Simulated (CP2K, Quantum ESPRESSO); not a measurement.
**C(111) slab, H on both faces (224 atoms) in other programs, against a plane-wave reference**

Aim: run C(111) slab, H on both faces (224 atoms) in several programs and set results and cost side by side. A plane-wave run serves as the reference.

Calculated with Quantum ESPRESSO 7.5; Kohn-Sham DFT, PBE, SSSP efficiency 1.3.0 pseudopotentials, plane waves.

### 1. Starting point

The cell holds 224 atoms: 192 C and 32 H. Its edges and angles: a = 10.089 Å, b = 10.089 Å, c = 24.992 Å, α = 90.0°, β = 90.0°, γ = 120.0°. It derives from C (diamond-structure). Diamond-structure C (a = 3.567 Å), (111) slab of 12 atomic planes, 4 x 4 surface cells, H on the broken bonds of both faces, 12 Å of vacuum; displaced by a Gaussian of 0.02 Å. Then every atom was moved at random, 0.05 Å r.m.s. a Cartesian component (hydrogen 0.6 of that). Regions: slab, 192 atoms (192 C); hydrogen, 32 atoms (32 H). Vacuum lies along c.

### 2. Plane-wave reference

pw.in reads:

```
&control
  calculation = 'scf'
  pseudo_dir = './pseudo'
  outdir = './tmp'
  disk_io = 'none'
  tprnfor = .true.
/
&system
  ibrav = 0
  nat = 224
  ntyp = 2
  ecutwfc = 60
  ecutrho = 480
  nosym = .true.
  occupations = 'smearing'
  smearing = 'fd'
  degauss = 0.003675
/
&electrons
  conv_thr = 1.1e-06
  electron_maxstep = 100
  mixing_beta = 0.4
  mixing_mode = 'local-TF'
  diagonalization = 'david'
/
ATOMIC_SPECIES
C 12.011 C.upf
H 1.008 H.upf
CELL_PARAMETERS angstrom
10.08900 0.00000 0.00000
-5.04450 8.73733 0.00000
0.00000 0.00000 24.99189
ATOMIC_POSITIONS crystal
C 0.32640 0.91518 0.30486
C 0.25597 0.00648 0.28891
C 0.15851 0.82012 0.38861
C 0.32897 0.90456 0.36589
C 0.26027 0.01058 0.46739
C 0.17393 0.85148 0.45040
C 0.33817 0.92145 0.55140
C 0.24966 0.99646 0.53401
C 0.16521 0.83209 0.63081
C 0.33139 0.91586 0.61734
C 0.25136 0.00636 0.71707
C 0.17192 0.82503 0.69150
[... 208 atom lines left out ...]
H 0.00156 0.49236 0.23847
H 0.99491 0.49272 0.76186
H 0.00313 0.25118 0.23825
H 0.00223 0.24951 0.76011
K_POINTS gamma
```

Command:

```bash
OMP_NUM_THREADS=1 mpirun -np 4 pw.x -in pw.in > output.txt
```

Output:

```text
Program PWSCF
     gamma-point specific algorithms are used
     one sub-group per band group will be used
     scalapack distributed-memory algorithm (size of sub-group:  2*  2 procs)
     Parallelization info
     sticks:   dense  smooth     PW     G-vecs:    dense   smooth      PW
     Min        3006    1500    376               660139   233350   29188
     Max        3007    1503    378               660150   233368   29194
     Sum       12025    6007   1507              2640581   933419  116763
     bravais-lattice index     =            0
     lattice parameter (alat)  =      19.0654  a.u.
     unit-cell volume          =   14866.9733 (a.u.)^3
     number of atoms/cell      =          224
     number of atomic types    =            2
     number of electrons       =       800.00
[... lines left out ...]
     scf convergence threshold =      1.1E-06
[... lines left out ...]
     number of k points=     1  Fermi-Dirac smearing, width (Ry)=  0.0037
[... lines left out ...]
     total energy              =   -3577.27183791 Ry
[... lines left out ...]
     total energy              =   -3573.65593309 Ry
[... lines left out ...]
     total energy              =   -3574.59834396 Ry
[... lines left out ...]
     total energy              =   -3574.42745604 Ry
[... lines left out ...]
     total energy              =   -3574.42745588 Ry
     estimated scf accuracy    <       0.00000146 Ry
     iteration # 22     ecut=    60.00 Ry     beta= 0.40
     negative rho (up, down):  1.070E-03 0.000E+00
     End of self-consistent calculation
          k = 0.0000 0.0000 0.0000 ( 58382 PWs)   bands (ev):
   -16.2947 -15.8232 -15.0600 -15.0054 -14.9242 -14.8111 -14.7436 -14.7158
   -14.5160 -14.5052 -14.4032 -14.3612 -14.2387 -14.1988 -14.1127 -14.0007
   -13.7541 -13.6279 -13.5393 -13.4746 -13.3392 -13.3172 -12.8093 -12.7531
[...]
11.2437  11.2742  11.2841  11.3112  11.3488  11.3647  11.3772  11.3794
    11.4217  11.4675  11.4929  11.5132  11.5470  11.5593  11.5869  11.6043
     the Fermi energy is     6.4600 ev
!    total energy              =   -3574.42745526 Ry
     estimated scf accuracy    <       0.00000092 Ry
     smearing contrib. (-TS)   =      -0.00000000 Ry
     internal energy E=F+TS    =   -3574.42745526 Ry
     The total energy is F=E-TS. E is the sum of the following terms:
     one-electron contribution =  -46659.45643076 Ry
     hartree contribution      =   23703.62884915 Ry
     xc contribution           =    -922.90414796 Ry
     ewald contribution        =   21487.62476283 Ry
     one-center paw contrib.   =   -1183.32048851 Ry
     convergence has been achieved in  22 iterations
     negative rho (up, down):  1.070E-03 0.000E+00
     Forces acting on atoms (cartesian axes, Ry/au):
     atom    1 type  1   force =     0.09213445   -0.01156428   -0.00928779
     atom    2 type  1   force =    -0.08657596   -0.08142615   -0.16512282
     atom    3 type  1   force =     0.04450833    0.20552672   -0.03515285
[...]
atom  223 type  2   force =     0.00577960   -0.00039183   -0.11465601
     atom  224 type  2   force =    -0.00527596   -0.01071981    0.04734358
     Total force =     2.365839     Total SCF correction =     0.002826
     Message from routine punch:
     Nothing written, as per user request (disk_io='none')
```

The job ended after 29 min (4 MPI ranks of Arm Neoverse N1, shared host; peak memory 15 GiB; 1.9 h of CPU time).

Banners, paths, timers and routine set-up lines are dropped from the logs unmarked, and long logs keep their key lines alone; longer cuts are marked.

Numbers from this run:

```
r.m.s. force component                           : 2.346 eV/Å
longest force                                    : 9.995 eV/Å
gap (highest filled to lowest empty level) : 2.343 eV
```

### 3. Local order

Normalised to the volume that the atoms fill. Pair distribution functions g(r), in bins of 0.1 Å:

```
r (Å)  total   C-C   C-H    H-H
 0.95   0.00  0.00  0.00   0.00
 1.05   0.59  0.00  2.42   0.00
 1.15   0.39  0.00  1.58   0.00
 1.25   0.11  0.00  0.46   0.00
 1.35   0.14  0.18  0.00   0.00
 1.45   1.77  2.41  0.00   0.00
 1.55   3.40  4.62  0.00   0.00
 1.65   1.15  1.57  0.00   0.00
 1.75   0.10  0.13  0.00   0.00
 1.85   0.00  0.00  0.00   0.00
 1.95   0.01  0.00  0.04   0.00
 2.05   0.13  0.00  0.53   0.00
 2.15   0.44  0.00  1.79   0.00
 2.25   0.28  0.01  1.11   0.00
 2.35   0.35  0.44  0.06   0.37
 2.45   2.75  3.40  0.00  12.30
 2.55   3.58  4.43  0.00  15.70
 2.65   1.17  1.24  0.80   3.00
 2.75   0.78  0.20  2.58   0.00
 2.85   1.23  1.37  0.92   0.00
 2.95   2.42  3.28  0.06   0.00
 3.05   1.24  1.68  0.00   0.00
 3.15   0.13  0.17  0.03   0.00
 3.25   0.13  0.00  0.54   0.00
 3.35   0.25  0.03  0.94   0.00
 3.45   0.50  0.40  0.83   0.00
 3.55   0.89  1.04  0.51   0.00
 3.65   0.48  0.65  0.03   0.00
 3.75   0.40  0.54  0.01   0.00
 3.85   1.32  1.73  0.22   0.00
 3.95   1.17  1.41  0.54   0.00
 4.05   0.30  0.22  0.55   0.00
 4.15   0.34  0.10  1.09   0.00
 4.25   0.91  0.89  0.93   1.14
 4.35   2.41  2.93  0.49   6.67
 4.45   1.58  1.80  0.81   2.64
 4.55   1.07  1.18  0.82   0.00
 4.65   1.27  1.59  0.44   0.00
 4.75   0.49  0.55  0.35   0.00
 4.85   0.12  0.10  0.20   0.00
 4.95   0.56  0.52  0.60   1.68
 5.05   1.14  1.17  0.70   5.21
 5.15   0.92  0.99  0.70   0.95
 5.25   1.53  1.80  0.83   0.00
```

Bonds by pair of elements; cutoffs follow the first minimum of g(r), held within bounds set by covalent radii, and pairs that aren't listed don't count as bonded (cutoffs were set anew for this text, so counts can differ from the run's own analysis):

| pair A-B | cutoff (Å) | bonds | mean length (Å) | spread (Å) | shortest (Å) | B about A | A about B |
| --- | --- | --- | --- | --- | --- | --- | --- |
| C-C | 1.85 | 368 | 1.55 | 0.069 | 1.34 | 3.83 | 3.83 |
| C-H | 1.34 | 32 | 1.12 | 0.058 | 1.02 | 0.167 | 1 |

How many atoms have how many bonded neighbours:

| element | mean | 1 | 4 |
| --- | --- | --- | --- |
| C | 4 | 0 | 192 |
| H | 1 | 32 | 0 |

Rings of the network by King's shortest-path rule, up to 12 atoms, one path for each pair of neighbours; H, halogens, alkali and alkaline-earth atoms are left out, and the last column divides by all other atoms, bonded or not:

```csv
ring size (atoms),rings,per network atom
6,330,1.72
```

### 4. What was run beside it

The programs:
- CP2K 2026.2: Gaussian basis with GTH pseudopotentials and a plane-wave density; labels give functional, basis (MOLOPT sets; SR short-range, UZH the newer set with its own potentials), grid cutoff/relative cutoff and solver (OT: orbital transformation; TRS4, TC2, SIGN: linear-scaling purification with its sparsity filter), or its built-in tight binding.

All use the same cell and atoms; the electronic-structure runs use the same k-mesh, and an electronic temperature of 580 K (0.05 eV) where levels are smeared.

Differences are against the plane-wave reference, forces as r.m.s. over components; share is that over the reference's r.m.s. force, slope the least-squares factor from reference forces to these. Total energies of different programs have different zeros and aren't compared.

```
                                                                      run  Δ force, r.m.s. (meV/Å)  share (%)  slope  Δ gap (eV)  cores  CPU time  memory (GiB)
                                                                reference                        -          -      -           -      4     1.9 h            15
                  CP2K PBE, DZVP-UZH, 157/50 Ry, diagonalisation (coarse)                      114       4.87  1.023        1.63      4    42 min           3.0
                           CP2K PBE, DZVP-UZH, 450/50 Ry, diagonalisation                     61.5       2.62  1.024        1.63      4    46 min           6.7
CP2K PBE, SZV-MOLOPT-SR, 450/50 Ry, TRS4 filter 1e-05, SCF 1e-06 (coarse)                      771       32.9  1.280           -      2   5.7 min           2.2
CP2K PBE, SZV-MOLOPT-SR, 450/50 Ry, TRS4 filter 1e-06, SCF 1e-06 (coarse)                      771       32.9  1.280           -      2   5.9 min           2.2
CP2K PBE, SZV-MOLOPT-SR, 450/50 Ry, TRS4 filter 1e-07, SCF 1e-07 (coarse)                      774       33.0  1.285           -      2   8.3 min           2.2
             CP2K PBE, SZV-MOLOPT-SR, 450/50 Ry, diagonalisation (coarse)                      778       33.2  1.288        3.28      2    13 min           4.6
```

Rows marked coarse were listed beforehand as settings not expected to be converged; some can still land near the reference.

CPU time is summed over cores on a shared host, where runs went side by side, so it is rough. Symmetry, cutoffs, thresholds, outputs and thread counts weren't matched or tuned between programs; memory under MPI is the largest rank's times the ranks.

Within one program, basis, potentials and functional, energies share a zero. Each run against its twin at the usual cutoff or grid and solver:

| run | twin | Δ energy (meV/atom) | Δ force, r.m.s. (meV/Å) | CPU time over the twin's |
| --- | --- | --- | --- | --- |
| CP2K PBE, DZVP-UZH, 157/50 Ry, diagonalisation | DZVP-UZH, 450/50 Ry, diagonalisation | -0.275 | 97.7 | 0.91 |
| CP2K PBE, SZV-MOLOPT-SR, 450/50 Ry, TRS4 filter 1e-05, SCF 1e-06 | SZV-MOLOPT-SR, 450/50 Ry, diagonalisation | 0.0237 | 41.8 | 0.44 |
| CP2K PBE, SZV-MOLOPT-SR, 450/50 Ry, TRS4 filter 1e-06, SCF 1e-06 | SZV-MOLOPT-SR, 450/50 Ry, diagonalisation | 0.0379 | 41.9 | 0.46 |
| CP2K PBE, SZV-MOLOPT-SR, 450/50 Ry, TRS4 filter 1e-07, SCF 1e-07 | SZV-MOLOPT-SR, 450/50 Ry, diagonalisation | 0.0069 | 17.8 | 0.65 |

A second geometry, displaced anew (every atom was moved at random, 0.08 Å r.m.s. a Cartesian component (hydrogen 0.6 of that)), gives an energy difference that all programs can be tested on. The reference puts it at 273.5 meV/atom.

```
                                                             run  energy less the first geometry's (meV/atom)  error (meV/atom)  force share at the second geometry (%)
                  CP2K PBE, DZVP-UZH, 450/50 Ry, diagonalisation                                        279.2              5.79                                    2.07
             CP2K PBE, SZV-MOLOPT-SR, 450/50 Ry, diagonalisation                                        348.3              74.9                                    28.5
CP2K PBE, SZV-MOLOPT-SR, 450/50 Ry, TRS4 filter 1e-06, SCF 1e-06                                        348.9              75.4                                    27.2
CP2K PBE, SZV-MOLOPT-SR, 450/50 Ry, TRS4 filter 1e-07, SCF 1e-07                                        348.5              75.0                                    27.9
CP2K PBE, SZV-MOLOPT-SR, 450/50 Ry, TRS4 filter 1e-05, SCF 1e-06                                        348.9              75.4                                    30.4
                  CP2K PBE, DZVP-UZH, 157/50 Ry, diagonalisation                                        279.1              5.67                                    2.94
```

### 5. Outcome

* reference r.m.s. force component: 2.35 eV/Å
* nearest in forces: CP2K PBE, DZVP-UZH, 450/50 Ry, diagonalisation, 2.6 %
* farthest in forces: a tie at 33 % of 4 runs: CP2K PBE, SZV-MOLOPT-SR, 450/50 Ry, TRS4 filter 1e-05, SCF 1e-06 (coarse); CP2K PBE, SZV-MOLOPT-SR, 450/50 Ry, TRS4 filter 1e-06, SCF 1e-06 (coarse); CP2K PBE, SZV-MOLOPT-SR, 450/50 Ry, TRS4 filter 1e-07, SCF 1e-07 (coarse); others
* cheapest electronic-structure run beside the reference: CP2K PBE, SZV-MOLOPT-SR, 450/50 Ry, TRS4 filter 1e-05, SCF 1e-06, 5.7 min of CPU time

**Reading.** The PBE run in local orbitals, coarse settings apart, differs by 2.6 % (CP2K PBE, DZVP-UZH, 450/50 Ry, diagonalisation); basis, grid and potentials can all enter. Runs with settings chosen to be coarse differ by 4.9 % (CP2K PBE, DZVP-UZH, 157/50 Ry, diagonalisation) to 33 % (CP2K PBE, SZV-MOLOPT-SR, 450/50 Ry, diagonalisation), their programs' other errors included. Of the electronic-structure runs that take under half the reference's CPU time, CP2K PBE, DZVP-UZH, 450/50 Ry, diagonalisation comes nearest, at 2.6 % in 46 min against 1.9 h. CP2K PBE, SZV-MOLOPT-SR, 450/50 Ry, diagonalisation stiffens the forces by a factor of 1.29 while following their directions (correlation 0.992); the slopes of the 6 CP2K runs lie between 1.02 and 1.29. At the same functional, gaps differ from the reference's 2.34 eV by between +1.63 and +3.28 eV. A likely cause of the wide gaps: compact atomic orbitals describe empty levels worse than filled ones. These are spacings on the run's k-points, which needn't hold the band edges. With TRS4, tightening the sparsity filter from 1e-05 to 1e-07, and the SCF threshold with it, takes the force difference from the cubic solver from 42 to 18 meV/Å, and the CPU time from 0.44 to 0.65 times the cubic solver's. The energy difference between the two geometries, 273 meV/atom in the reference, is met best by CP2K PBE, DZVP-UZH, 450/50 Ry, diagonalisation (+5.79) and CP2K PBE, DZVP-UZH, 157/50 Ry, diagonalisation (coarse) (+5.67) and worst by CP2K PBE, SZV-MOLOPT-SR, 450/50 Ry, diagonalisation (coarse) (+74.9), CP2K PBE, SZV-MOLOPT-SR, 450/50 Ry, TRS4 filter 1e-06, SCF 1e-06 (coarse) (+75.4), CP2K PBE, SZV-MOLOPT-SR, 450/50 Ry, TRS4 filter 1e-07, SCF 1e-07 (coarse) (+75) and CP2K PBE, SZV-MOLOPT-SR, 450/50 Ry, TRS4 filter 1e-05, SCF 1e-06 (coarse) (+75.4). In the reference: filled and empty levels are parted by 2.34 eV on the run's k-points; the mesh holds the band edges only if they fold onto it, so the gap at this level can be narrower or closed, and states at the surface or the caps may set it. In the reference: By these cutoffs all C atoms have 4 and all H atoms have 1 bonded neighbour. The electronic-structure runs sample only Γ, in a cell whose shortest periodic width is 9 Å.

[Also dropped from logs without a mark: logging warnings of Python, and SIESTA's first energy breakdown and zero terms.]

[Logs are printed without paths, hosts, clocks, repeated set-up lines and the standing remarks that a program may print on its own settings, such as how far it seeks lower states.]

[Hosts, paths, dates, database ids (printed as entryN), source tags and the programs' standing remarks are cut or masked in the printed files.]
